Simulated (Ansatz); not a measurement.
# NiSO4 (Cmcm): the host for defect calculations, part 3 of 3

Aim: the runs on the perfect crystal NiSO4 (Cmcm) that a defect calculation needs first.

Ansatz 0.2.0; plane-wave PAW DFT, PBEsol+U; relaxation of the host's cell and atoms; PAW set soft_1 (the session's first sound run).

So far. Step 3 (Dielectric tensors of the host): The principal values of the electronic dielectric tensor are 3.46, 3.52 and 3.57. The principal values of the static dielectric tensor are 6.06, 6.09 and 9.04.

## (4) Defect free supercell relaxed from displaced atoms

This step: plane-wave PAW DFT, PBEsol+U; relaxation of the defect-free supercell from random displacements, a test of the host's stability; PAW set soft_1 (Ansatz 0.2.0).

System of this step: NiSO4 (Cmcm). The cell holds 48 atoms: 8 Ni, 8 S and 32 O. Its edges and angles: a = 10.093 Å, b = 8.158 Å, c = 9.408 Å, α = 69.7°, β = 49.3°, γ = 61.0°.

Contents of pristine.rattled/input.yaml:

```yaml
crystal:
  lattice:
    - [0.0, 7.8684516252, 6.3218675758]
    - [5.1569098159, 1.041e-07, 6.3218674454]
    - [5.1569098159, 7.8684515212, 1.304e-07]
  atoms:
    - { symbol: Ni, position: [0.0, 0.0, 0.0], spin: 2.0 }
    - { symbol: Ni, position: [0.0, 0.0, 0.5], spin: 2.0 }
    - { symbol: Ni, position: [0.5, 0.5, 0.0], spin: 2.0 }
    - { symbol: Ni, position: [0.5, 0.5, 0.5], spin: 2.0 }
    - { symbol: Ni, position: [0.25, 0.25, 0.25], spin: -2.0 }
    - { symbol: Ni, position: [0.25, 0.25, 0.75], spin: -2.0 }
    - { symbol: Ni, position: [0.75, 0.75, 0.25], spin: -2.0 }
    - { symbol: Ni, position: [0.75, 0.75, 0.75], spin: -2.0 }
    - { symbol: S, position: [0.0503243508, 0.6996756586, 0.3003243414] }
    - { symbol: S, position: [0.0503243508, 0.6996756586, 0.8003243414] }
    - { symbol: S, position: [0.5503243508, 0.1996756586, 0.3003243414] }
    - { symbol: S, position: [0.5503243508, 0.1996756586, 0.8003243414] }
    - { symbol: S, position: [0.4496756492, 0.8003243414, 0.1996756586] }
    - { symbol: S, position: [0.4496756492, 0.8003243414, 0.6996756586] }
    - { symbol: S, position: [0.9496756492, 0.3003243414, 0.1996756586] }
    - { symbol: S, position: [0.9496756492, 0.3003243414, 0.6996756586] }
    - { symbol: O, position: [0.0111145857, 0.2388854113, 0.0239622103] }
    - { symbol: O, position: [0.0111145857, 0.2388854113, 0.5239622103] }
    - { symbol: O, position: [0.5111145857, 0.7388854113, 0.0239622103] }
    - { symbol: O, position: [0.5111145857, 0.7388854113, 0.5239622103] }
    - { symbol: O, position: [0.4888854143, 0.2611145887, 0.4760377897] }
    - { symbol: O, position: [0.4888854143, 0.2611145887, 0.9760377897] }
    - { symbol: O, position: [0.9888854143, 0.7611145887, 0.4760377897] }
    - { symbol: O, position: [0.9888854143, 0.7611145887, 0.9760377897] }
    - { symbol: O, position: [0.2260377926, 0.5239622103, 0.2388854113] }
    - { symbol: O, position: [0.2260377926, 0.5239622103, 0.7388854113] }
    - { symbol: O, position: [0.7260377926, 0.0239622103, 0.2388854113] }
    - { symbol: O, position: [0.7260377926, 0.0239622103, 0.7388854113] }
    - { symbol: O, position: [0.2739622074, 0.9760377897, 0.2611145887] }
    - { symbol: O, position: [0.2739622074, 0.9760377897, 0.7611145887] }
    - { symbol: O, position: [0.7739622074, 0.4760377897, 0.2611145887] }
    - { symbol: O, position: [0.7739622074, 0.4760377897, 0.7611145887] }
    - { symbol: O, position: [0.0972186178, 0.3480712643, 0.1519287357] }
    - { symbol: O, position: [0.0972186178, 0.3480712643, 0.6519287357] }
    - { symbol: O, position: [0.5972186178, 0.8480712643, 0.1519287357] }
    - { symbol: O, position: [0.5972186178, 0.8480712643, 0.6519287357] }
    - { symbol: O, position: [0.0980712882, 0.8472186304, 0.1527813696] }
    - { symbol: O, position: [0.0980712882, 0.8472186304, 0.6527813696] }
    - { symbol: O, position: [0.5980712882, 0.3472186304, 0.1527813696] }
    - { symbol: O, position: [0.5980712882, 0.3472186304, 0.6527813696] }
    - { symbol: O, position: [0.4027813822, 0.1519287357, 0.3480712643] }
    - { symbol: O, position: [0.4027813822, 0.1519287357, 0.8480712643] }
    - { symbol: O, position: [0.9027813822, 0.6519287357, 0.3480712643] }
    - { symbol: O, position: [0.9027813822, 0.6519287357, 0.8480712643] }
    - { symbol: O, position: [0.4019287118, 0.6527813696, 0.3472186304] }
    - { symbol: O, position: [0.4019287118, 0.6527813696, 0.8472186304] }
    - { symbol: O, position: [0.9019287118, 0.1527813696, 0.3472186304] }
    - { symbol: O, position: [0.9019287118, 0.1527813696, 0.8472186304] }
magnetization:
  spin_polarized: true
  initial_magnetization: 0
  spin_locking: { lock_magnetization: hard }
basis:
  ecutwfc: 420
  xc_grid: 2
hamiltonian:
  xc: pbesol
  hubbard:
    sites: [{ species: Ni, l: d, u_eff: 4.0 }]
    projectors: ortho-atomic
  pseudopotentials: { kind: paw, azcp: { folder: soft_1 }, xc_functional: pbe }
kpoints:
  mp_grid: { grid: [1, 1, 1] }
scf:
  occupations: { method: fermi_dirac, width: 0.01 }
  max_iter: 100
  lower_state_search: "off"
output:
  forces: true
relax:
  f_tol: 0.015
  max_steps: 120
  random_displacement: { amplitude: 0.06, seed: 9635 }
checkpoint:
  write: "../pristine.rattled.run"
  compress: false
  write_wavefunctions: false
  write_every: 100000
```

Run with:

```sh
> ansatz run input.yaml --threads 8 --pin off --max-ram 15073MiB --backend cpu --events-out ev --progress --plain --runs-dir out
```

Numbers of over 12 decimals in the logs are rounded to 6 here.

The log of the run:

```text
[...]
Crystal: 48 atoms, lattice volume = 513.044 Å³
Basis set: ecut = 420 eV, 10043 PW (Γ), exchange–correlation on 144×120×128 points (8 copies of the dense FFT grid, shifted against one another)
Bands: 240, of which v1, the nominal top of the filled ones, is band 192 counted from 1 (191 counted from 0)
Symmetry: 1 space group operations
k-points: 1
[...]
Starting moments: Σ|m| = 16 μB on 8 of 48 sites
[...]
SCF iter   1: F=—  HF=-71548.485031 eV  |F-HF|=—  |Δ(HF+E_count)|=         —  Δρ=2.25e-1 (↑2.24e-1 ↓2.25e-1)  dr2=7.21e2  dr2_m=6.33e1  M=0.000 μB ∫|m|=1.618 μB  β_m=0.30  ethr=3.10e-3  ⟨swp⟩=6.0  Hψ=2084  notcnv=0  defer=8
[...]
SCF iter  17: F=-71432.209276 eV  HF=-71432.209276 eV  |F-HF|=8.76e-8  |Δ(HF+E_count)|=   2.18e-7  Δρ=8.48e-6 (↑6.99e-6 ↓8.48e-6)  dr2=7.21e-7  dr2_m=5.38e-8  M=0.000 μB ∫|m|=15.250 μB  ethr=1.46e-9  ⟨swp⟩=4.0  Hψ=1464  notcnv=0
SCF 1 converged in 17 iterations: F = -71432.209276 eV  dr2 = 7.21e-7
[...]
relax step   1: F+E_penalty+E_count = -71432.20927576 eV  Δ(F+E_penalty+E_count) = +0.000e0 eV  max|allowed force component| = 7.692e0 eV/Å  Δτ_max = 0.0000 Å  (17 SCF iters, dr2 threshold 5.63e-6 eV, accepted)
[...]
relax step   2: F+E_penalty+E_count = -71433.84349022 eV  Δ(F+E_penalty+E_count) = -1.634e0 eV  max|allowed force component| = 4.680e0 eV/Å  Δτ_max = 0.0480 Å  (7 SCF iters, dr2 threshold 1.00e-4 eV, accepted)
relax step   3: F+E_penalty+E_count = -71435.10973228 eV  Δ(F+E_penalty+E_count) = -1.266e0 eV  max|allowed force component| = 1.178e-1 eV/Å  Δτ_max = 0.0727 Å  (9 SCF iters, dr2 threshold 1.00e-4 eV, accepted)
relax step   4: F+E_penalty+E_count = -71435.11355068 eV  Δ(F+E_penalty+E_count) = -3.818e-3 eV  max|allowed force component| = 2.552e-3 eV/Å  Δτ_max = 0.0128 Å  (10 SCF iters, dr2 threshold 8.67e-7 eV, accepted)
[...]
SCF iter   2: F=-71435.113551 eV  HF=-71435.113551 eV  |F-HF|=1.28e-8  |Δ(HF+E_count)|=   7.91e-8  Δρ=2.35e-6 (↑2.09e-6 ↓2.35e-6)  dr2=4.71e-8  dr2_m=6.45e-9  M=0.000 μB ∫|m|=15.271 μB  ethr=2.60e-11  ⟨swp⟩=3.0  Hψ=1777  notcnv=0
SCF 5 converged in 2 iterations: F = -71435.113551 eV  dr2 = 4.71e-8
relax step   5: F+E_penalty+E_count = -71435.11355098 eV  Δ(F+E_penalty+E_count) = -2.903e-7 eV  max|allowed force component| = 2.582e-3 eV/Å  Δτ_max = 0.0000 Å  (2 SCF iters, accepted)
SCF converged after 2 iterations
Magnetization: 0.0000 μB (192.0000 up, 192.0000 down)
Absolute magnetization: 15.2676 μB (∫|ρ↑−ρ↓|, with the PAW one-centre terms)
[...]
Per-site moments (μB) at R_I (Å): [(1.666281, 0.826274), (1.666200, 0.826161), (1.666275, 0.826264), [... 45 left out ...]
Free energy (F): -71435.113551 eV
[...]
Internal energy: -71435.113551 eV  (E = F + TS)
E sigma→0 (E₀):  -71435.113551 eV
Fermi energy:    7.607266 (↑ 7.607256, ↓ 7.607278) eV
[...]
--- Forces (eV/Å), atoms counted from 1 ---
  atom   1  Ni    -0.00008981     0.00047995    -0.00037635
  atom   2  Ni    -0.00093819    -0.00021430     0.00023477
  atom   3  Ni     0.00010694    -0.00015119    -0.00057960
  atom   4  Ni    -0.00059004     0.00106737     0.00052487
  atom   5  Ni     0.00033321     0.00010297    -0.00099790
  atom   6  Ni     0.00011535     0.00013202    -0.00100004
  atom   7  Ni    -0.00010857    -0.00089395     0.00008594
  atom   8  Ni    -0.00038025     0.00056808    -0.00003245
  atom   9  S     -0.00073446    -0.00123993     0.00061454
  atom  10  S     -0.00106185     0.00129603    -0.00258137
  atom  11  S     -0.00059210     0.00024221    -0.00035317
  atom  12  S     -0.00122271    -0.00155847    -0.00025025
  atom  13  S     -0.00067111     0.00025235     0.00107984
  atom  14  S     -0.00089088     0.00067896     0.00012812
  atom  15  S      0.00042912    -0.00010474     0.00067147
  atom  16  S      0.00023954     0.00031540    -0.00061283
  atom  17  O      0.00005932    -0.00195348     0.00200611
  atom  18  O      0.00050211    -0.00022083     0.00002687
  atom  19  O      0.00111853     0.00005890    -0.00155827
  atom  20  O     -0.00008072    -0.00039546     0.00050789
  atom  21  O     -0.00006339     0.00069773     0.00022900
  atom  22  O     -0.00095427     0.00071002    -0.00077171
  atom  23  O      0.00010342     0.00067251    -0.00093506
  atom  24  O     -0.00100699    -0.00023485    -0.00032788
  atom  25  O      0.00084330     0.00047776    -0.00148789
  atom  26  O      0.00071686     0.00112243     0.00253200
  atom  27  O      0.00070049     0.00002995     0.00136645
  atom  28  O      0.00016065     0.00142897     0.00031154
  atom  29  O      0.00019969    -0.00095562    -0.00030900
  atom  30  O     -0.00087687    -0.00111309    -0.00055724
  atom  31  O     -0.00059801    -0.00074796     0.00014179
  atom  32  O     -0.00075689     0.00084325    -0.00080510
  atom  33  O      0.00097083     0.00144901     0.00100388
  atom  34  O      0.00134434     0.00177616     0.00016095
  atom  35  O      0.00186266     0.00081402     0.00075504
  atom  36  O     -0.00036874     0.00104178    -0.00067967
  atom  37  O      0.00047884    -0.00148749     0.00021493
  atom  38  O     -0.00163798    -0.00136422     0.00163869
  atom  39  O     -0.00008894    -0.00215226     0.00160203
  atom  40  O      0.00052319    -0.00110054     0.00001267
  atom  41  O      0.00213018    -0.00122744     0.00012854
  atom  42  O      0.00039720    -0.00130980    -0.00110477
  atom  43  O      0.00075890    -0.00154657    -0.00108896
  atom  44  O      0.00062573    -0.00075196    -0.00063385
  atom  45  O     -0.00031720     0.00121539     0.00094263
  atom  46  O      0.00066927     0.00145409     0.00071118
  atom  47  O     -0.00028655     0.00059209    -0.00041388
  atom  48  O     -0.00104333     0.00121937    -0.00016601
  max |Σ_I F_I| component: 2.98e-5 eV/Å
Occupation matrices written to <dir>
--- Relaxed structure (5 steps of the walk, 5 accepted, 0 SCFs on fresh bases) ---
  F+E_penalty+E_count = -71435.11355098 eV   max|allowed force component| = 2.582e-3 eV/Å
  atoms:
    - { symbol: Ni, position: [-0.000297, 0.000485, -0.000239] }
    - { symbol: Ni, position: [-0.000261, 0.000498, 0.499765] }
    - { symbol: Ni, position: [0.499777, 0.500498, -0.000285] }
    - { symbol: Ni, position: [0.499664, 0.500496, 0.499760] }
    - { symbol: Ni, position: [0.249765, 0.250494, 0.249709] }
    - { symbol: Ni, position: [0.249701, 0.250499, 0.749760] }
    - { symbol: Ni, position: [0.749742, 0.750422, 0.249805] }
    - { symbol: Ni, position: [0.749715, 0.750546, 0.749709] }
    - { symbol: S, position: [0.050013, 0.700241, 0.299968] }
    - { symbol: S, position: [0.049929, 0.700286, 0.799996] }
    - { symbol: S, position: [0.549970, 0.200197, 0.299984] }
    - { symbol: S, position: [0.549958, 0.200298, 0.799964] }
    - { symbol: S, position: [0.449499, 0.800675, 0.199517] }
    - { symbol: S, position: [0.449472, 0.800739, 0.699519] }
    - { symbol: S, position: [0.949479, 0.300673, 0.199556] }
    - { symbol: S, position: [0.949506, 0.300755, 0.699475] }
    - { symbol: O, position: [0.010924, 0.239202, 0.024013] }
    - { symbol: O, position: [0.010973, 0.239259, 0.523928] }
    - { symbol: O, position: [0.510975, 0.739256, 0.023925] }
    - { symbol: O, position: [0.510907, 0.739279, 0.523972] }
    - { symbol: O, position: [0.488461, 0.261687, 0.475554] }
    - { symbol: O, position: [0.488503, 0.261775, 0.975512] }
    - { symbol: O, position: [0.988540, 0.761728, 0.475519] }
    - { symbol: O, position: [0.988484, 0.761701, 0.975568] }
    - { symbol: O, position: [0.225589, 0.524695, 0.238491] }
    - { symbol: O, position: [0.225469, 0.524698, 0.738520] }
    - { symbol: O, position: [0.725529, 0.024634, 0.238556] }
    - { symbol: O, position: [0.725507, 0.024731, 0.738509] }
    - { symbol: O, position: [0.273977, 0.976266, 0.260964] }
    - { symbol: O, position: [0.273910, 0.976297, 0.761014] }
    - { symbol: O, position: [0.773922, 0.476238, 0.261031] }
    - { symbol: O, position: [0.773963, 0.476334, 0.760898] }
    - { symbol: O, position: [0.097047, 0.348494, 0.151689] }
    - { symbol: O, position: [0.097088, 0.348550, 0.651613] }
    - { symbol: O, position: [0.597098, 0.848393, 0.151707] }
    - { symbol: O, position: [0.597031, 0.848584, 0.651653] }
    - { symbol: O, position: [0.097821, 0.847783, 0.152410] }
    - { symbol: O, position: [0.097755, 0.847863, 0.652490] }
    - { symbol: O, position: [0.597807, 0.347741, 0.152443] }
    - { symbol: O, position: [0.597787, 0.347833, 0.652401] }
    - { symbol: O, position: [0.402476, 0.152321, 0.347748] }
    - { symbol: O, position: [0.402412, 0.152465, 0.847796] }
    - { symbol: O, position: [0.902485, 0.652370, 0.347804] }
    - { symbol: O, position: [0.902396, 0.652477, 0.847771] }
    - { symbol: O, position: [0.401597, 0.653140, 0.347072] }
    - { symbol: O, position: [0.401676, 0.653173, 0.847051] }
    - { symbol: O, position: [0.901662, 0.153128, 0.347107] }
    - { symbol: O, position: [0.901635, 0.153253, 0.847068] }
```

The job ended after 43 s (8 threads of Arm Neoverse N1, shared host; peak memory 1.1 GiB; 4.8 min of CPU time).

Relaxation path:

```csv
step,energy less that of the first step (eV),largest force component (eV/Å)
1,0.0000,7.6918
2,-1.6342,4.6798
3,-2.9005,0.1178
4,-2.9043,0.0026
5,-2.9043,0.0026
```

This step gave:

- integral of the absolute spin density: 15.27 μB
- spin contamination: 7.917

Site moment by element, in μB:

```
element  atoms  mean  spread (r.m.s.)  least  largest
     Ni      8  0.00             1.67  -1.67     1.67
      S      8  0.00             0.00   0.00     0.00
      O     32  0.00             0.01  -0.01     0.01
```

The atoms farthest from the mean of their element:

```csv
atom,"x, y, z (Å)",site moment (μB)
Ni1,"0.00, 0.00, 0.00",1.67
Ni3,"2.58, 3.93, 6.32",1.67
Ni7,"5.16, 7.86, 9.48",-1.67
Ni6,"5.16, 7.86, 3.16",-1.67
Ni4,"5.16, 7.86, 6.32",1.67
Ni8,"7.74, 11.80, 9.48",-1.67
Ni5,"2.58, 3.93, 3.16",-1.67
Ni2,"2.58, 3.93, 0.00",1.67
```

The relaxation ends 61 meV an atom lower than the displaced start, with a largest force component of 0.0026 eV/Å.

## (5) Summary of results

- primitive cell vectors, lengths: 4.704, 4.704, 6.322 Å
- electronic dielectric constant: (3.57, 3.52, 3.46) along x, y and z
- static dielectric constant: (9.04, 6.09, 6.06) along x, y and z
- symmetric supercell less the displaced and relaxed one: 0.000 eV

Step 4: The energy fell by 2.904 eV from the randomly displaced start; the atoms end within 0.005 Å of the sites as typed, once the mean shift is taken out. The displaced cell ends within 0.01 eV of the symmetric one, so no lower structure shows in this supercell. The k-mesh can miss the band edges, so this gap is an upper bound at this level. All at zero temperature.

[Logs are printed without paths, hosts, clocks, repeated set-up lines and the standing remarks that a program may print on its own settings, such as how far it seeks lower states.]

[Hosts, paths, dates, database ids (printed as entryN), source tags and the programs' standing remarks are cut or masked in the printed files.]

[Runs of the host that timed out are not shown.]

[For some hosts the program warned that the k-mesh of the response run may be too coarse for force constants and the static dielectric constant; such warnings are not always shown.]
